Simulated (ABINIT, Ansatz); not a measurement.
**Converging GW for K2NaYF6 (Fm-3m) in ABINIT**

What does each rung of G0W0 on K2NaYF6 (Fm-3m) cost, and what does it buy?

Main program and level: ABINIT 10.8.3; PBEsol and many-body steps on it, plane waves.

**1. The structure**

It takes space group Fm-3m (No. 225, cubic). Conventional cell: a = 8.917 Å, b = 8.917 Å, c = 8.917 Å, α = 90.00°, β = 90.00°, γ = 90.00°. Nearest to K lie 12 F at 3.15 Å. Nearest to Na lie 6 F at 2.28 Å. Nearest to Y lie 6 F at 2.18 Å. F has 1 Y at 2.18 Å and 1 Na at 2.28 Å and 4 K at 3.15 Å nearest. Farther neighbours and most contacts between anions are not listed.

The cell and positions are those that the Materials Project relaxed with its own functionals (PBE, PBE+U or r2SCAN), kept fixed.

**2. Empty states on the mesh, 2×2×2 mesh, 556 bands**

This step: ABINIT 10.8.3; DFT, PBEsol, plane waves, norm-conserving pseudopotentials.

The sums over transitions need many empty states on a uniform mesh; this step solves for them.

The input, run.abi:

```
acell 3*1.0 Angstrom
rprim 
  -0.000000000000 4.458286000000 4.458286000000
  4.458286000000 0.000000000000 4.458286000000
  4.458286000000 4.458286000000 0.000000000000
ntypat 4
znucl 19 11 39 9
natom 10
typat 1 1 2 3 4 4 4 4 4 4
xred 
  0.750000000000 0.750000000000 0.750000000000
  0.250000000000 0.250000000000 0.250000000000
  0.500000000000 0.500000000000 0.500000000000
  0.000000000000 -0.000000000000 0.000000000000
  0.755598000000 0.244402000000 0.244402000000
  0.244402000000 0.244402000000 0.755598000000
  0.244402000000 0.755598000000 0.755598000000
  0.244402000000 0.755598000000 0.244402000000
  0.755598000000 0.244402000000 0.755598000000
  0.755598000000 0.755598000000 0.244402000000
pp_dirpath "pseudos"
pseudos "K.upf, Na.upf, Y.upf, F.upf"
ecut 38
ngkpt 2 2 2
nshiftk 1
shiftk 0 0 0
kptopt 1
chksymbreak 0
iscf -2
irdden 1
istwfk *1
nband 556
nbdbuf 50
tolwfr 1e-09
nstep 60
prtvol 0
indata_prefix "in"
outdata_prefix "out"
tmpdata_prefix "tmp"
```

Run with:

```console
> OMP_NUM_THREADS=1 mpirun -n 3 abinit run.abi > log
```

Numbers of over 12 decimals in the logs are rounded to 6 here.

The program printed:

```text
.Version 10.8.3 of ABINIT. v10.8.2 released Aug 2026.

 Symmetries : space group Fm -3 m (#225); Bravais cF (face-center cubic)
[... echo of the input left out ...]
== DATASET  1 ==================================================================
-   mpi_nproc: 3, omp_nthreads: 1 (-1 if OMP is not activated)

--- !DatasetInfo
iteration_state: {dtset: 1, }
dimensions: {natom: 10, nkpt: 3, mband: 556, nsppol: 1, nspinor: 1, nspden: 1, mpw: 13424, }
cutoff_energies: {ecut:  38.0, pawecutdg:  -1.0, }
[...]
3.99839    4.00466    4.01440    4.05336    4.05336    4.05336    4.06966    4.07285
   4.07285    4.07286    4.07507    4.07509    4.11291    4.11302    4.11340    4.11478
   4.13081    4.13139    4.13298    4.17399
 prteigrs : prtvol=0 or 1, do not print more k-points.

== END DATASET(S) ==============================================================
================================================================================

 -outvars: echo values of variables after computation  --------
            nband         556
             nkpt           3
          spgroup         225
 [... the other variables as echoed above ...]

 Calculation completed.
```

The job ended after 9.3 min (3 MPI ranks of Arm Neoverse V2, shared host; peak memory 0.77 GiB; 28 min of CPU time).

This step gave:

```
gap                                                           : 6.161 eV
k of the valence top                                          : 0, 0, 0
k of the conduction bottom                                    : 0, 0, 0
least direct gap                                              : 6.161 eV
k points computed                                             : 3
lowest point of the top converged band, above the valence top : 105.8994 eV
```

On this mesh the gap is 6.161 eV.

The density comes from a self-consistent run that is not shown.

**3. Screening, 2×2×2 mesh, 98 bands, screening to 76.2 eV**

The RPA dielectric matrix is built and inverted for each q.

This step: RPA screening on PBEsol, plane waves, norm-conserving pseudopotentials.

run.abi, as its differences from that of step 2:

```diff
@@ -28,10 +28,11 @@
 chksymbreak 0
-iscf -2
-irdden 1
 istwfk *1
-nband 556
-nbdbuf 50
-tolwfr 1e-09
-nstep 60
-prtvol 0
+occopt 1
+irdwfk 1
+optdriver 3
+nband 98
+ecuteps 2.8
+inclvkb 2
+awtr 1
+symchi 1
 indata_prefix "in"
```

Run with:

```console
> OMP_NUM_THREADS=1 mpirun -n 4 abinit run.abi > log
```

The program printed:

```text
.Version 10.8.3 of ABINIT. v10.8.2 released Aug 2026.

 Symmetries : space group Fm -3 m (#225); Bravais cF (face-center cubic)
[... echo of the input left out ...]
== DATASET  1 ==================================================================
-   mpi_nproc: 4, omp_nthreads: 1 (-1 if OMP is not activated)

--- !DatasetInfo
iteration_state: {dtset: 1, }
dimensions: {natom: 10, nkpt: 3, mband: 98, nsppol: 1, nspinor: 1, nspden: 1, mpw: 13424, }
cutoff_energies: {ecut:  38.0, pawecutdg:  -1.0, }
electrons: {nelect:   8.00000000E+01, charge:   0.00000000E+00, occopt:   1.00000000E+00, tsmear:   1.00000000E-02, }

 SCREENING: Calculation of the susceptibility and dielectric matrices

 Based on a program developped by R.W. Godby, V. Olevano, G. Onida, and L. Reining.
 Incorporated in ABINIT by V. Olevano, G.-M. Rignanese, and M. Torrent.
.Using double precision arithmetic ; gwpc =  8

[... cell and pseudopotentials left out ...]
--------------------------------------------------------------------------------

 ==== K-mesh for the wavefunctions ====
 Number of points in the irreducible wedge :     3
[... list of points left out ...]
 Together with 48 symmetry operations and time-reversal symmetry
 yields     8 points in the full Brillouin Zone.

 ==== Q-mesh for the screening function ====
 Number of points in the irreducible wedge :     3
[... list of points left out ...]
 Together with 48 symmetry operations and time-reversal symmetry
 yields     8 points in the full Brillouin Zone.

 setmesh: FFT mesh size selected  =    45x   45x   45
          total number of points  =        91125

 vcoul_init : cutoff-mode = AUXILIARY_FUNCTION
 q-points for optical limit:   1
     1)      0.000010    0.000020    0.000030

- screening: taking advantage of time-reversal symmetry
- Maximum band index for partially occupied states nbvw = 40
- Remaining bands to be divided among processors   nbcw = 58
- Number of bands treated by each node ~14

 Number of electrons calculated from density =   80.0000; Expected =   80.0000
 average of density, n =  0.066890
 r_s =    1.5282
 omega_plasma =   24.9480 [eV]

 calculating chi0 at frequencies [eV] :
  1    0.000000E+00    0.000000E+00
  2    0.000000E+00    2.494798E+01

--------------------------------------------------------------------------------
  q-point number  1        q = ( 0.000000, 0.000000, 0.000000) [r.l.u.]
--------------------------------------------------------------------------------
[... chi0 elements left out ...]
 For q-point:  0.000010 0.000020 0.000030
  dielectric constant =   1.8850
  dielectric constant without local fields =   2.0464

  Average fulfillment of the sum rule on Im[epsilon] for q-point    1 :     27.12  [%]
[... wings left out ...]
  q-point number  2        q = ( 0.500000, 0.000000, 0.000000) [r.l.u.]
--------------------------------------------------------------------------------
[... chi0 elements left out ...]
  Average fulfillment of the sum rule on Im[epsilon] for q-point    2 :     32.29  [%]

 [... 1 further q-points ...]
```

It took 33 s on 4 MPI ranks; peak memory 2.1 GiB.

Numbers from this step:

```
ε∞ with local fields, on this mesh, along the program's q direction : 1.885
the same without local fields                                       : 2.046
plasma frequency                                                    : 24.95 eV
plane waves in the screening matrix                                 : 283
```

Local fields lower ε∞ by 8 %. On a Γ-centred mesh this coarse the value itself is usually too large, while a short band sum pulls it down.

**4. 98 bands, 76.2 eV**

The self-energy is evaluated for the states that the input lists, and the levels follow from it, in one-shot runs by the linearised quasiparticle equation.

This step: G0W0 on PBEsol, plane waves, norm-conserving pseudopotentials.

run.abi, as its differences from that of step 3:

```diff
@@ -31,8 +31,15 @@
 irdwfk 1
-optdriver 3
+optdriver 4
 nband 98
+gwcalctyp 0
+ecutsigx 38
+symsigma 1
+nkptgw 1
+kptgw 
+  0.0000000000 0.0000000000 0.0000000000
+bdgw 
+  38 44
 ecuteps 2.8
-inclvkb 2
-awtr 1
-symchi 1
+irdscr 1
+ppmodel 1
 indata_prefix "in"
```

The program printed:

```text
.Version 10.8.3 of ABINIT. v10.8.2 released Aug 2026.

 Symmetries : space group Fm -3 m (#225); Bravais cF (face-center cubic)
[... echo of the input left out ...]
== DATASET  1 ==================================================================
-   mpi_nproc: 4, omp_nthreads: 1 (-1 if OMP is not activated)

--- !DatasetInfo
iteration_state: {dtset: 1, }
dimensions: {natom: 10, nkpt: 3, mband: 98, nsppol: 1, nspinor: 1, nspden: 1, mpw: 13424, }
cutoff_energies: {ecut:  38.0, pawecutdg:  -1.0, }
electrons: {nelect:   8.00000000E+01, charge:   0.00000000E+00, occopt:   1.00000000E+00, tsmear:   1.00000000E-02, }

 SIGMA: Calculation of the GW corrections

 Based on a program developped by R.W. Godby, V. Olevano, G. Onida, and L. Reining.
 Incorporated in ABINIT by V. Olevano, G.-M. Rignanese, and M. Torrent.
.Using double precision arithmetic ; gwpc =  8

[... cell and pseudopotentials left out ...]
--------------------------------------------------------------------------------

 ==== K-mesh for the wavefunctions ====
 Number of points in the irreducible wedge :     3
[... list of points left out ...]
 Together with 48 symmetry operations and time-reversal symmetry
 yields     8 points in the full Brillouin Zone.

 ==== Q-mesh for screening function ====
 Number of points in the irreducible wedge :     3
[... list of points left out ...]
 Together with 48 symmetry operations and time-reversal symmetry
 yields     8 points in the full Brillouin Zone.

 vcoul_init : cutoff-mode = AUXILIARY_FUNCTION
 q-points for optical limit:   1
     1)      0.000010    0.000020    0.000030
 setmesh: FFT mesh size selected  =    72x   72x   72
          total number of points  =       373248

 Number of electrons calculated from density =   80.0000; Expected =   80.0000
 average of density, n =  0.066890
 r_s =    1.5282
 omega_plasma =   24.9480 [eV]

 === KS Band Gaps ===
  >>>> For spin  1
   Minimum direct gap =   6.1610 [eV], located at k-point      :   0.0000  0.0000  0.0000
   Fundamental gap    =   6.1610 [eV], Top of valence bands at :   0.0000  0.0000  0.0000
                                       Bottom of conduction at :   0.0000  0.0000  0.0000
 SIGMA fundamental parameters:
 PLASMON POLE MODEL  1
 number of plane-waves for SigmaX                13371
 number of plane-waves for SigmaC and W            283
 number of plane-waves for wavefunctions         13371
 number of bands                                    98
 number of independent spin polarizations            1
 number of spinorial components                      1
 number of k-points in IBZ                           3
 number of q-points in IBZ                           3
 number of symmetry operations                      48
 number of k-points in BZ                            8
 number of q-points in BZ                            8
 number of frequencies for dSigma/dE                 9
 frequency step for dSigma/dE [eV]                0.25
 number of omega for Sigma on real axis              0
 max omega for Sigma on real axis  [eV]           0.00
 zcut for avoiding poles [eV]                     0.10

 EPSILON^-1 parameters (SCR file):
 dimension of the eps^-1 matrix on file            283
 dimension of the eps^-1 matrix used               283
 number of plane-waves for wavefunctions         13371
 number of bands                                    98
 number of q-points in IBZ                           3
 number of frequencies                               2
 number of real frequencies                          1
 number of imag frequencies                          1

 matrix elements of self-energy operator (all in [eV])

 Perturbative Calculation

--- !SelfEnergy_ee
iteration_state: {dtset: 1, }
kpoint     : [   0.000,    0.000,    0.000, ]
spin       : 1
KS_gap     :    6.161
QP_gap     :   10.000
Delta_QP_KS:    3.839
data: !SigmaeeData |
     Band     E0 <VxcDFT>   SigX SigC(E0)      Z dSigC/dE  Sig(E)    E-E0       E
       38  -0.772 -22.132 -29.441   4.848   0.805  -0.242 -24.113  -1.982  -2.754
       39  -0.772 -22.132 -29.441   4.848   0.805  -0.242 -24.113  -1.982  -2.754
       40  -0.772 -22.132 -29.441   4.848   0.805  -0.242 -24.113  -1.982  -2.754
       41   5.389  -8.175  -3.998  -2.127   0.906  -0.104  -6.318   1.857   7.247
       42   7.505 -13.709  -7.709  -2.049   0.882  -0.134 -10.224   3.485  10.990
       43   7.505 -13.709  -7.709  -2.049   0.882  -0.134 -10.224   3.485  10.990
       44   7.505 -13.709  -7.709  -2.049   0.882  -0.134 -10.224   3.485  10.990

== END DATASET(S) ==============================================================
================================================================================

 -outvars: echo values of variables after computation  --------
           etotal      0.0000000000E+00
            nband          98
             nkpt           3
          spgroup         225
 [... the other variables as echoed above ...]

 Calculation completed.
```

Run time: 7.3 s. Hardware: 4 MPI ranks; peak memory 1.6 GiB.

Numbers from this step:

```
G0W0 gap on the points computed              : 10.00 eV
starting gap on the mesh                     : 6.161 eV
k of the valence top                         : 0, 0, 0
k of the conduction bottom                   : 0, 0, 0
Z at the valence top                         : 0.805
Z at the conduction bottom                   : 0.906
least direct G0W0 gap on the computed points : 10.00 eV
```

The gap on the mesh goes from 6.16 eV to 10.00 eV, a correction of +3.84 eV.

**5. Screening, 2×2×2 mesh, 230 bands, screening to 141.5 eV**

This step: RPA screening on PBEsol, plane waves, norm-conserving pseudopotentials.

run.abi, as its differences from that of step 4:

```diff
@@ -31,15 +31,8 @@
 irdwfk 1
-optdriver 4
-nband 98
-gwcalctyp 0
-ecutsigx 38
-symsigma 1
-nkptgw 1
-kptgw 
-  0.0000000000 0.0000000000 0.0000000000
-bdgw 
-  38 44
-ecuteps 2.8
-irdscr 1
-ppmodel 1
+optdriver 3
+nband 230
+ecuteps 5.2
+inclvkb 2
+awtr 1
+symchi 1
 indata_prefix "in"
```

The program printed:

```text
.Version 10.8.3 of ABINIT. v10.8.2 released Aug 2026.

 Symmetries : space group Fm -3 m (#225); Bravais cF (face-center cubic)
[... echo of the input left out ...]
== DATASET  1 ==================================================================
-   mpi_nproc: 4, omp_nthreads: 1 (-1 if OMP is not activated)

--- !DatasetInfo
iteration_state: {dtset: 1, }
dimensions: {natom: 10, nkpt: 3, mband: 230, nsppol: 1, nspinor: 1, nspden: 1, mpw: 13424, }
cutoff_energies: {ecut:  38.0, pawecutdg:  -1.0, }
electrons: {nelect:   8.00000000E+01, charge:   0.00000000E+00, occopt:   1.00000000E+00, tsmear:   1.00000000E-02, }

 SCREENING: Calculation of the susceptibility and dielectric matrices

 Based on a program developped by R.W. Godby, V. Olevano, G. Onida, and L. Reining.
 Incorporated in ABINIT by V. Olevano, G.-M. Rignanese, and M. Torrent.
.Using double precision arithmetic ; gwpc =  8

[... cell and pseudopotentials left out ...]
--------------------------------------------------------------------------------

 ==== K-mesh for the wavefunctions ====
 Number of points in the irreducible wedge :     3
[... list of points left out ...]
 Together with 48 symmetry operations and time-reversal symmetry
 yields     8 points in the full Brillouin Zone.

 ==== Q-mesh for the screening function ====
 Number of points in the irreducible wedge :     3
[... list of points left out ...]
 Together with 48 symmetry operations and time-reversal symmetry
 yields     8 points in the full Brillouin Zone.

 setmesh: FFT mesh size selected  =    45x   45x   45
          total number of points  =        91125

 vcoul_init : cutoff-mode = AUXILIARY_FUNCTION
 q-points for optical limit:   1
     1)      0.000010    0.000020    0.000030

- screening: taking advantage of time-reversal symmetry
- Maximum band index for partially occupied states nbvw = 40
- Remaining bands to be divided among processors   nbcw = 190
- Number of bands treated by each node ~47

 Number of electrons calculated from density =   80.0000; Expected =   80.0000
 average of density, n =  0.066890
 r_s =    1.5282
 omega_plasma =   24.9480 [eV]

 calculating chi0 at frequencies [eV] :
  1    0.000000E+00    0.000000E+00
  2    0.000000E+00    2.494798E+01

--------------------------------------------------------------------------------
  q-point number  1        q = ( 0.000000, 0.000000, 0.000000) [r.l.u.]
--------------------------------------------------------------------------------
[... chi0 elements left out ...]
 For q-point:  0.000010 0.000020 0.000030
  dielectric constant =   1.9318
  dielectric constant without local fields =   2.1263

  Average fulfillment of the sum rule on Im[epsilon] for q-point    1 :     51.32  [%]
[... wings left out ...]
  q-point number  2        q = ( 0.500000, 0.000000, 0.000000) [r.l.u.]
--------------------------------------------------------------------------------
[... chi0 elements left out ...]
  Average fulfillment of the sum rule on Im[epsilon] for q-point    2 :     55.42  [%]

 [... 1 further q-points ...]
```

Wall time 1.8 min (4 MPI ranks); peak memory 2.8 GiB; 7.3 min of CPU time.

Numbers from this step:

| Quantity | Value |
| --- | --- |
| ε∞ with local fields, on this mesh, along the program's q direction | 1.932 |
| the same without local fields | 2.126 |
| plasma frequency | 24.95 eV |
| plane waves in the screening matrix | 645 |

(Continued in part 2 of 2.)

[Paths, hosts, dates, memory and timing lines, banners, echoed tables and standing remarks are left out of the program output.]

[Logs are printed without paths, hosts, clocks, repeated set-up lines and the standing remarks that a program may print on its own settings, such as how far it seeks lower states.]

[Runs of the session that timed out or met a known fault of the program may be left out.]

[No measured gap is set beside runs whose start may be inverted or whose files or cutoffs have a known fault.]

[Hosts, paths, dates, database ids (printed as entryN), source tags and the programs' standing remarks are cut or masked in the printed files.]

[G0W0 gaps are taken among the corrected bands and points alone; a level outside them can change the order at an edge.]

[Where Ansatz stands beside ABINIT at settings called matched, ABINIT's density can come from a denser mesh and the files from another edition; pairs whose starting gaps differed by over 0.03 eV were left out, so agreement reads better than it is.]
